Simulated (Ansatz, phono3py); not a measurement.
# Heat carried by phonons in BAs (F-43m)

Wanted: κ(T), lifetimes and mean free paths for BAs.

What experiment has found for this phase:
- thermal conductivity 1160 W/m/K near room temperature (given in “Boron isotope effect on the thermal conductivity of boron arsenide single crystals”, 2019, arxiv:1910.02152)
- thermal conductivity 1000 W/m/K near room temperature (given in “Thermal expansion coefficient and lattice anharmonicity of cubic boron arsenide”, 2019, arxiv:1903.01668)

Program: Ansatz 0.2.0. Level of theory: DFT LDA, scalar-relativistic, plane waves, PAW. Results are calculated unless marked as measured.

## 1. The starting structure

The structure is cubic, space group F-43m (No. 216). The conventional cell has a = 4.777 Å, b = 4.777 Å, c = 4.777 Å, α = 90.00°, β = 90.00°, γ = 90.00°. Nearest to B lie 4 As at 2.07 Å. Nearest to As lie 4 B at 2.07 Å. Farther neighbours are not listed.

Structure file:

```cif
data_structure
_symmetry_space_group_name_H-M 'F-43m'
_symmetry_Int_Tables_number 216
_cell_length_a 4.7770
_cell_length_b 4.7770
_cell_length_c 4.7770
_cell_angle_alpha 90.000
_cell_angle_beta 90.000
_cell_angle_gamma 90.000
_cell_volume 109.01
loop_
_atom_site_label
_atom_site_type_symbol
_atom_site_symmetry_multiplicity
_atom_site_Wyckoff_symbol
_atom_site_fract_x
_atom_site_fract_y
_atom_site_fract_z
_atom_site_occupancy
B1 B 4 a 0.00000 0.00000 0.00000 1
As1 As 4 d 0.25000 0.25000 0.75000 1
```

## 2. Probe on a coarse mesh

A cheap single point shows whether the cell is a metal or an insulator and how far it is from rest; that sets the k-mesh and the occupations of what follows.

File input.yaml:

```yaml
crystal:
  lattice:
    - [0.0, 2.3885, 2.3885]
    - [2.3885, 0.0, 2.3885]
    - [2.3885, 2.3885, 0.0]
  atoms:
    - { symbol: B, position: [0.0, 0.0, 0.0] }
    - { symbol: As, position: [0.25, 0.25, 0.25] }
kpoints:
  mp_grid: { grid: [6, 6, 6] }
hamiltonian:
  xc: lda
scf:
  occupations: { method: gaussian, width: 0.1 }
output:
  forces: true
  stress: true
  eigenvalues: true
```

On the command line:

```console
$ ansatz run input.yaml --threads 8 --pin off --max-ram 16384MiB --backend cpu --events-out ev --progress --plain --runs-dir out
```

Numbers of over 12 decimals in the logs are rounded to 6 here.

Log:

```text
Engine: ansatz 0.2.0, aarch64-unknown-linux-gnu
Pseudopotentials: kind: paw
Pseudopotential: B, paw, valence charge 3, recommended cutoff 420 eV (normal), B.paw.azcp
Pseudopotential: As, paw, valence charge 15, recommended cutoff 420 eV (normal), As.paw.azcp
Functional definition: SPW92
  exchange = slater_x
  correlation = pw_c
Crystal: 2 atoms, lattice volume = 27.252 Å³
Basis set: ecut = 420 eV, 531 PW (Γ)
Bands: 13, of which v1, the nominal top of the filled ones, is band 9 counted from 1 (8 counted from 0)
Symmetry: 24 space group operations
Space group: F-43m (ITA 216), of the structure as read, at distance tolerance 3.0e-5 Å
k-points: 16 of 216 (time reversal used)
Non-local potential: B, projectors of the file, l = 0: 2, l = 1: 2, l = 2: 1
Non-local potential: As, projectors of the file, l = 0: 2, l = 1: 2, l = 2: 3, l = 3: 1
PAW form: soft (Blöchl's): semilocal exchange-correlation on the pseudo side does not see the compensation charge
PAW frozen core: B, regenerated for the run's functional, and the local potential with it (the file was generated under x = pbe(κ = 0.804, μ = 0.219515), c = pbe(β = 0.066725))
PAW frozen core: As, regenerated for the run's functional, and the local potential with it (the file was generated under x = pbe(κ = 0.804, μ = 0.219515), c = pbe(β = 0.066725))
PAW one-centre angular grid: B, 110 points (default); XC on 64 Gauss nodes
PAW one-centre angular grid: As, 590 points (default); XC on 64 Gauss nodes
Initial density: superposition of atomic densities (neutral atoms: chi_scale 0, normalization atom), corrected by the library's trained network
Initial wavefunctions: pseudopotential atomic-orbital guess
Functional: x = slater, c = lda
SCF iter   1: F=—  HF=-4923.505033 eV  |F-HF|=—  |Δ(HF+E_count)|=         —  Δρ=7.05e-3  dr2=1.36e-2  ethr=1.77e-3  ⟨swp⟩=5.1  Hψ=1165  notcnv=0
preconditioner: auto → none  [insulator: Δε(μ)=1.226 eV  Ē_g=12.353 eV  σ=0.100 eV  W_gap=1.00  n_scr=8 (ndim 8)  ℏωp=20.1 eV  f_vac=0.001  D(μ)=0.00/eV (n_scr^D=0)  ε∞_Penn≈3.7]
SCF iter   2: F=—  HF=-4923.500694 eV  |F-HF|=—  |Δ(HF+E_count)|=   4.34e-3  Δρ=2.14e-3  dr2=7.56e-4  ethr=7.58e-5  ⟨swp⟩=1.7  Hψ=353  notcnv=0
SCF iter   3: F=—  HF=-4923.500347 eV  |F-HF|=—  |Δ(HF+E_count)|=   3.47e-4  Δρ=1.03e-3  dr2=1.24e-4  ethr=4.20e-6  ⟨swp⟩=2.0  Hψ=350  notcnv=0
SCF iter   4: F=—  HF=-4923.500321 eV  |F-HF|=—  |Δ(HF+E_count)|=   2.67e-5  Δρ=3.61e-4  dr2=1.38e-5  ethr=6.88e-7  ⟨swp⟩=1.0  Hψ=208  notcnv=0
SCF iter   5: F=—  HF=-4923.500317 eV  |F-HF|=—  |Δ(HF+E_count)|=   3.60e-6  Δρ=5.95e-5  dr2=3.95e-7  ethr=7.65e-8  ⟨swp⟩=2.0  Hψ=342  notcnv=0
SCF iter   6: F=-4923.500317 eV  HF=-4923.500317 eV  |F-HF|=3.40e-10  |Δ(HF+E_count)|=   1.14e-8  Δρ=5.00e-6  dr2=2.33e-9  ethr=5.56e-10  ⟨swp⟩=4.8  Hψ=818  notcnv=0
SCF 1 converged in 6 iterations: F = -4923.500317 eV  dr2 = 2.33e-9
  greatest PAW one-centre occupation: 0.999 electrons in one spin orbital (limit 2), on the As atom at site 1 (counted from 0), in its partial waves of l = 2
SCF converged after 6 iterations
Free energy (F): -4923.500317 eV
Harris-Foulkes:  -4923.500317 eV  (|F-HF|=3.40e-10)
Internal energy: -4923.500317 eV  (E = F + TS)
E sigma→0 (E₀):  -4923.500317 eV
Fermi energy:    11.457807 eV
--- Per-component energies (eV) ---
  E_band       = -216.122048
  E_kinetic    = 152.713922
  E_local      = -1703.193200  (includes V_loc(G=0)·N_el)
  E_nonlocal   = -652.022226
  E_hartree    = 941.560423
  E_xc         = -111.066757
  E_vxc        = -117.903470  (∫ρ·V_xc dr)
  E_paw        = -1827.838554  (= ΣΔE_a)
  E_vpaw       = 221.161843  (= ΣTr[D̂ρ^β])
  E_aug_tail   = 0.000008  (compensation charges beyond the density's cutoff)
  E_ewald      = -1725.774997
  E_core_change = 2.121064  (= ΣΔE_core)
  E_smearing   = -0.000000  (= −TS)
  E_closure    = 0.000000  (closes the sum)
  Σ components = -4923.500317   (vs F -4923.500317, Δ=0.00e0)
--- Forces (eV/Å), atoms counted from 1 ---
  atom   1  B      0.00000000    -0.00000000    -0.00000000
  atom   2  As     0.00000000    -0.00000000    -0.00000000
  max |Σ_I F_I| component: 5.56e-16 eV/Å
--- Stress (GPa, compression-positive) ---
       -3.895576       0.000000       0.000000
        0.000000      -3.895576       0.000000
        0.000000       0.000000      -3.895576
  P = ⅓ Tr σ = -3.8956 GPa (-38.956 kbar)
--- Band table (eV; the first three rows and the last of 16) ---
  k-point 0: bands = [... 5 lower, -4.5470, 10.8467, 10.8467, 10.8467, 14.0971, 14.0971, 14.0971, 15.4934]
  k-point 1: bands = [... 5 lower, -4.0959, 7.8988, 10.1668, 10.1668, 14.1066, 14.9811, 14.9811, 17.4417]
  k-point 2: bands = [... 5 lower, -2.8369, 4.1309, 9.3357, 9.3357, 13.6827, 15.6504, 15.6504, 19.4008]
  k-point 15: bands = [... 5 lower, -0.3135, 2.7696, 5.6916, 5.8847, 14.6011, 14.7455, 19.4649, 19.6312]
```

The job ended after 1 s (8 threads of Arm Neoverse V1, shared host; peak memory 0.29 GiB; 1.6 s of CPU time).

In the SCF lines HF is the Harris–Foulkes energy and dr2 the Hartree energy of the density residual, in eV; the loop may stop once dr2 is under the threshold and the program's other checks hold. Hψ counts applications of the Hamiltonian.

A gap read on the k-mesh alone can miss the band edges.

Numbers from this step:

* pressure: -3.896 GPa
* gap on the k-mesh: 1.228 eV
* volume per atom: 13.63 Å³/atom

The start is under -3.9 GPa at this level and looks like an insulator or semiconductor on this mesh.

## 3. Finding the static equilibrium

The vibrations must be taken about the equilibrium of this functional, not about the starting cell, so the structure is relaxed.

input.yaml, the sections that differ from step 2:

```yaml
kpoints:
  mp_grid: { grid: [10, 10, 10] }
scf:
  occupations: { method: gaussian, width: 0.02 }
output:
  forces: true
  stress: true
  eigenvalues: true
  write_density: true
  write_potential: true
  elf: true
  volumetric_format: npy
relax:
  adjacent_minimum: "off"
  f_tol: 0.005
  max_steps: 80
  cell: { stress_tol: 0.05 }
# crystal, hamiltonian: as in step 2
```

Log:

```text
[...]
Crystal: 2 atoms, lattice volume = 27.252 Å³
Basis set: ecut = 420 eV, 531 PW (Γ)
Bands: 13, of which v1, the nominal top of the filled ones, is band 9 counted from 1 (8 counted from 0)
Symmetry: 24 space group operations
[...]
k-points: 47 of 1000 (time reversal used)
[...]
SCF iter   1: F=—  HF=-4923.523861 eV  |F-HF|=—  |Δ(HF+E_count)|=         —  Δρ=7.15e-3  dr2=1.40e-2  ethr=1.77e-3  ⟨swp⟩=6.0  Hψ=3359  notcnv=0
[...]
SCF iter   6: F=-4923.519197 eV  HF=-4923.519197 eV  |F-HF|=8.46e-11  |Δ(HF+E_count)|=   1.45e-8  Δρ=4.74e-6  dr2=2.15e-9  ethr=5.56e-10  ⟨swp⟩=7.2  Hψ=3008  notcnv=0
SCF 1 converged in 6 iterations: F = -4923.519197 eV  dr2 = 2.15e-9
[...]
relax step   1: F+E_penalty+E_count = -4923.51919678 eV  Δ(F+E_penalty+E_count) = +0.000e0 eV  max|allowed force component| = 2.591e-16 eV/Å  Δτ_max = 0.0000 Å  P = -3.928 GPa  Ω = 27.252 Å³  (6 SCF iters, dr2 threshold 1.00e-7 eV, accepted)
Crystal: 2 atoms, lattice volume = 26.695 Å³
[...]
iter 1 solved again at ethr=2.29e-5 eV; its pass at ethr=3.10e-3 eV (dr2=4.11e-3 eV) is discarded
[...]
SCF iter   5: F=-4923.528406 eV  HF=-4923.528406 eV  |F-HF|=4.89e-9  |Δ(HF+E_count)|=   7.72e-7  Δρ=2.19e-5  dr2=1.01e-7  ethr=1.11e-9  ⟨swp⟩=5.5  Hψ=3387  notcnv=0
SCF 2 converged in 5 iterations: F = -4923.528406 eV  dr2 = 1.01e-7
relax step   2: F+E_penalty+E_count = -4923.52840562 eV  Δ(F+E_penalty+E_count) = -9.209e-3 eV  max|allowed force component| = 9.714e-17 eV/Å  Δτ_max = 0.0000 Å  P = -1.089 GPa  Ω = 26.695 Å³  energy of the carried Pulay correction = +3.951e-4 eV  (5 SCF iters, dr2 threshold 2.00e-7 eV, accepted)
Crystal: 2 atoms, lattice volume = 26.487 Å³
[...]
SCF iter   5: F=-4923.529234 eV  HF=-4923.529234 eV  |F-HF|=2.63e-9  |Δ(HF+E_count)|=   1.42e-7  Δρ=9.73e-6  dr2=2.15e-8  ethr=1.11e-9  ⟨swp⟩=7.0  Hψ=3129  notcnv=0
SCF 3 converged in 5 iterations: F = -4923.529234 eV  dr2 = 2.15e-8
relax step   3: F+E_penalty+E_count = -4923.52923357 eV  Δ(F+E_penalty+E_count) = -8.280e-4 eV  max|allowed force component| = 1.261e-16 eV/Å  Δτ_max = 0.0000 Å  P = +0.049 GPa  Ω = 26.487 Å³  energy of the carried Pulay correction = +5.446e-4 eV  (5 SCF iters, dr2 threshold 2.00e-7 eV, accepted)
[...]
SCF iter   5: F=-4923.528728 eV  HF=-4923.528728 eV  |F-HF|=3.64e-12  |Δ(HF+E_count)|=  8.37e-11  Δρ=2.53e-7  dr2=4.18e-12  ethr=1.00e-12  ⟨swp⟩=4.0  Hψ=2512  notcnv=0
SCF 4 converged in 5 iterations: F = -4923.528728 eV  dr2 = 4.18e-12
relax step   4: F+E_penalty+E_count = -4923.52872816 eV  Δ(F+E_penalty+E_count) = +5.054e-4 eV  max|allowed force component| = 1.249e-16 eV/Å  Δτ_max = 0.0000 Å  P = +0.030 GPa  Ω = 26.487 Å³  stress off target by 2.97e-2 GPa  SCF on the basis re-selected at this cell (its energy is not comparable with the rows above)  (5 SCF iters)
basis re-selected at this cell: Δ(F+E_penalty+E_count) = +5.054e-4 eV, ΔP = -0.020 GPa vs the last step (what re-selecting the basis moved, of the pressure what is left beyond the Pulay correction that the steps carried, after the strain that the cell walked since its last selection, with what the two solves' SCF thresholds leave and, on support functions, any second-order correction that the steps lacked; it is no m [...]
SCF converged after 5 iterations
Free energy (F): -4923.528728 eV
[...]
Internal energy: -4923.528728 eV  (E = F + TS)
E sigma→0 (E₀):  -4923.528728 eV
Fermi energy:    11.851181 eV
[...]
--- Stress (GPa, compression-positive) ---
        0.029666       0.000000       0.000000
        0.000000       0.029666       0.000000
        0.000000       0.000000       0.029666
  P = ⅓ Tr σ = 0.0297 GPa (0.297 kbar)
--- Band table (eV; the first three rows and the last of 47) ---
  k-point 0: bands = [... 5 lower, -4.3532, 11.2991, 11.2991, 11.2991, 14.5892, 14.5892, 14.5892, 16.3118]
  k-point 1: bands = [... 5 lower, -4.1853, 9.8920, 10.9883, 10.9883, 14.7773, 14.9973, 14.9973, 17.1273]
  k-point 2: bands = [... 5 lower, -3.6897, 7.4886, 10.3994, 10.3994, 14.6122, 15.7279, 15.7279, 18.6500]
  k-point 46: bands = [... 5 lower, 0.0664, 3.1796, 5.7673, 6.0248, 15.8131, 16.1591, 19.2774, 19.2799]
--- Relaxed structure (3 steps of the walk, 3 accepted, 1 SCFs on fresh bases) ---
  F+E_penalty+E_count = -4923.52872816 eV   max|allowed force component| = 1.249e-16 eV/Å   (the final SCF, on the basis selected at the relaxed cell)
  cell:  # Å, volume = 26.4871 Å³
    - [0.0, 2.365927, 2.365927]
    - [2.365927, 0, 2.365927]
    - [2.365927, 2.365927, 0]
  atoms:
    - { symbol: B, position: [0, 0, 0] }
    - { symbol: As, position: [0.25, 0.25, 0.25] }
```

The job ended after 2.4 s (8 threads; peak memory 0.36 GiB).

Relaxation path:

```csv
step,energy less that of the first step (eV),largest force component (eV/Å),pressure (GPa),volume (Å³)
1,0.0000,0.0000,-3.93,27.25
2,-0.0092,0.0000,-1.09,26.69
3,-0.0100,0.0000,0.05,26.49
4*,-0.0095,0.0000,0.03,26.49
```

Relaxation steps marked * repeat the geometry before them on a plane-wave basis chosen anew for their cell, so energy and pressure can jump there.

Forces are held to the 24 operations that the run works with; a distortion that breaks them can't arise in this run.

```csv
"conventional cell, symmetrised",before,after,change
a (Å),4.777,4.732,-0.9 %
b (Å),4.777,4.732,-0.9 %
c (Å),4.777,4.732,-0.9 %
volume (Å³/atom),13.63,13.24,-2.8 %
```

The relaxed structure:

```cif
data_structure
_symmetry_space_group_name_H-M 'P 1'
_symmetry_Int_Tables_number 1
_cell_length_a 3.3459
_cell_length_b 3.3459
_cell_length_c 3.3459
_cell_angle_alpha 60.000
_cell_angle_beta 60.000
_cell_angle_gamma 60.000
_cell_volume 26.49
loop_
_atom_site_label
_atom_site_type_symbol
_atom_site_fract_x
_atom_site_fract_y
_atom_site_fract_z
_atom_site_occupancy
B1 B 0.00000 0.00000 0.00000 1
As2 As 0.25000 0.25000 0.25000 1
```

Numbers from this step:

```yaml
pressure: 0.02967 GPa
gap_on_the_k_mesh: 1.104 eV
volume_per_atom: 13.24 Å³/atom
```

Valence density in the ac plane of a cell with a along [110], b along [-110] and c along [001] of the cube at fractional y = 0.500, with atoms of B and As within 0.2 Å of it. It is the smooth field of the valence electrons, not physical close to the nuclei.

Ten steps, logarithmic in the rise over the least value, from '0' (0 e/Å³) to '9' (27 e/Å³), each cell a mean:
```
0000000000000000000
0000000000000000000
0000000000000000000
0001111000000111000
0001221000001222100
0012222100011222110
1122222211122212221
4322222234322222223
8632222368742222247
9731111379952111259
8621001268741000147
4310000134321000123
1100000011110000011
```
Columns run along a (6.7 Å), rows up along c (4.7 Å), edges of the conventional cell, whose origin can differ from the input's. Atoms in or near the plane, at fractional coordinates: B at (0.75, 0.50), B at (0.25, 0.50), As at (0.50, 0.25), As at (0.00, 0.25).

Electrostatic potential energy in the ac plane of a cell with a along [110], b along [-110] and c along [001] of the cube at fractional y = 0.500, with atoms of B and As within 0.2 Å of it. With pseudopotentials it is smooth inside the atoms' cores, unlike the true potential.

Values in eV, 7 rows by 16 columns, each cell a mean:
```
 13  13  14  13  13  14  14  13  13  13  14  13  13  14  14  13
 14  14  13  12  12  13  14  14  14  14  13  12  12  13  14  14
 14  13   7  -9 -14   2  12  14  14  13   7  -9 -14   2  12  14
  4   7  -3 -36 -40 -17   7   5   4   7  -3 -36 -40 -17   7   5
 10  -2   1   1  -2   4  -4   6  10  -2   1   1  -2   4  -4   6
 17   0   1  11  12   7  -5  12  17   0   1  11  12   7  -5  12
  0   4  11  13  13  12   7   1   0   4  11  13  13  12   7   1
```
Columns run along a (6.7 Å; values clipped at the 3rd and 97th percentile), rows up along c (4.7 Å), edges of the conventional cell, whose origin can differ from the input's. Atoms in or near the plane, at fractional coordinates: B at (0.75, 0.50), B at (0.25, 0.50), As at (0.50, 0.25), As at (0.00, 0.25).

ELF in the ac plane of a cell with a along [110], b along [-110] and c along [001] of the cube at fractional y = 0.500, with atoms of B and As within 0.2 Å of it. It is the smooth field of the valence electrons, not physical close to the nuclei.

Values, 7 rows by 16 columns, each cell a mean:
```
0.17 0.11 0.06 0.05 0.06 0.05 0.08 0.15 0.17 0.11 0.06 0.05 0.06 0.05 0.08 0.15
0.02 0.05 0.17 0.32 0.35 0.24 0.09 0.03 0.02 0.05 0.17 0.32 0.35 0.24 0.09 0.03
0.11 0.23 0.42 0.45 0.45 0.45 0.31 0.14 0.11 0.23 0.42 0.45 0.45 0.45 0.31 0.14
0.52 0.67 0.70 0.26 0.12 0.56 0.73 0.57 0.52 0.67 0.70 0.26 0.12 0.56 0.73 0.57
0.35 0.61 0.81 0.69 0.59 0.81 0.72 0.43 0.35 0.61 0.81 0.69 0.59 0.81 0.72 0.43
0.25 0.46 0.54 0.36 0.29 0.48 0.54 0.31 0.25 0.46 0.54 0.36 0.29 0.48 0.54 0.31
0.54 0.46 0.25 0.08 0.05 0.16 0.39 0.52 0.54 0.46 0.25 0.08 0.05 0.16 0.39 0.52
```
Columns run along a (6.7 Å), rows up along c (4.7 Å), edges of the conventional cell, whose origin can differ from the input's. Atoms in or near the plane, at fractional coordinates: B at (0.75, 0.50), B at (0.25, 0.50), As at (0.50, 0.25), As at (0.00, 0.25).

The relaxation ends with a pressure of 0.03 GPa.

## 4. Tight relaxation

The thresholds are tightened for a last relaxation ahead of the phonons, and where mesh or smearing change with them the cell follows.

File input.yaml:

```yaml
crystal:
  lattice:
    - [0.0, 2.3659270529, 2.3659270529]
    - [2.3659270529, 0.0, 2.3659270529]
    - [2.3659270529, 2.3659270529, 0.0]
  atoms:
    - { symbol: B, position: [0.0, 0.0, 0.0] }
    - { symbol: As, position: [0.25, 0.25, 0.25] }
kpoints:
  mp_grid: { grid: [12, 12, 12] }
hamiltonian:
  xc: lda
scf:
  occupations: { method: fixed }
output:
  forces: true
  stress: true
  eigenvalues: true
relax:
  adjacent_minimum: "off"
  f_tol: 0.001
  max_steps: 60
  cell: { stress_tol: 0.01 }
```

Log:

```text
[...]
Crystal: 2 atoms, lattice volume = 26.487 Å³
Basis set: ecut = 420 eV, 531 PW (Γ)
Bands: 13, of which v1, the nominal top of the filled ones, is band 9 counted from 1 (8 counted from 0)
Symmetry: 24 space group operations
[...]
k-points: 72 of 1728 (time reversal used)
[...]
k-point 71: bands = [... 5 lower, 0.0820, 3.2444, 5.6263, 5.9298, 16.5058, 17.3090, 18.0691, 18.5256]
--- Relaxed structure (2 steps of the walk, 2 accepted, 1 SCFs on fresh bases) ---
[...]
cell:  # Å, volume = 26.4909 Å³
    - [0, 2.366042, 2.366042]
    - [2.366042, 0, 2.366042]
    - [2.366042, 2.366042, 0]
  atoms:
    - { symbol: B, position: [0, 0, 0] }
    - { symbol: As, position: [0.25, 0.25, 0.25] }
[key lines of the parts left out:]
SCF converged after 5 iterations
Free energy (F): -4923.529046 eV
Fermi energy:    11.296519 eV
P = ⅓ Tr σ = 0.0088 GPa (0.088 kbar)
```

Run time: 2.4 s. Hardware: 8 threads; peak memory 0.36 GiB; 9.7 s of CPU time.

Little changed from the start: no atom moved by 0.005 Å and no cell edge by 0.1 %.

Numbers from this step:

```yaml
pressure: 0.008838 GPa
gap_on_the_k_mesh: 1.110 eV
volume_per_atom: 13.25 Å³/atom
```

The residual pressure is 0.0088 GPa, small enough for phonons.

## 5. A faulty attempt

This input was changed on purpose, to see how the program answers.

File input.yaml:

```yaml
crystal:
  lattice:
    - [0.0, 2.3660417783, 2.3660417783]
    - [2.3660417783, 0.0, 2.3660417783]
    - [2.3660417783, 2.3660417783, 0.0]
  atoms:
    - { symbol: B, position: [0.0, 0.0, 0.0] }
    - { symbol: As, position: [0.25, 0.25, 0.25] }
kpoints:
  mp_grid: { grid: [8, 8, 8] }
hamiltonian:
  xc: lda
scf:
  occupations: { method: fixed }
  max_iter: 100
output:
  eigenvalues: true
phonons:
  supercell: [2, 2, 2]
  dielectric: false
  third_order: { supercell: [2, 2, 2], pair_cutoff: 2.199 }
  lattice_thermal_conductivity:
    qmesh: [11, 11, 11]
    temperatures: [300]
    isotope_mass_variance: [{ species: B, variance: 0.001354 }]
```

Log:

```text
Error: invalid value for `phonons.lattice_thermal_conductivity.isotope_mass_variance`: As has no entry — state its isotope mass variance, 0 for a single isotope: `- { species: As, variance: <g> }`
```

The job ended after 0.03 s (8 threads; peak memory 0.031 GiB).

The input was rejected at the start.

The program's message: “Error: invalid value for `phonons.lattice_thermal_conductivity.isotope_mass_variance`: As has no entry — state its isotope mass variance, 0 for a single isotope: `- { species: As, variance: <g> }`”

The fault put into the input: no isotope entry for a species.

[end of part 1 of 4]

[Logs are printed without paths, hosts, clocks, repeated set-up lines and the standing remarks that a program may print on its own settings, such as how far it seeks lower states.]

[Hosts, paths, dates, database ids (printed as entryN), source tags and the programs' standing remarks are cut or masked in the printed files.]

[A step with changed settings may run another functional than the one named; its input shows which.]
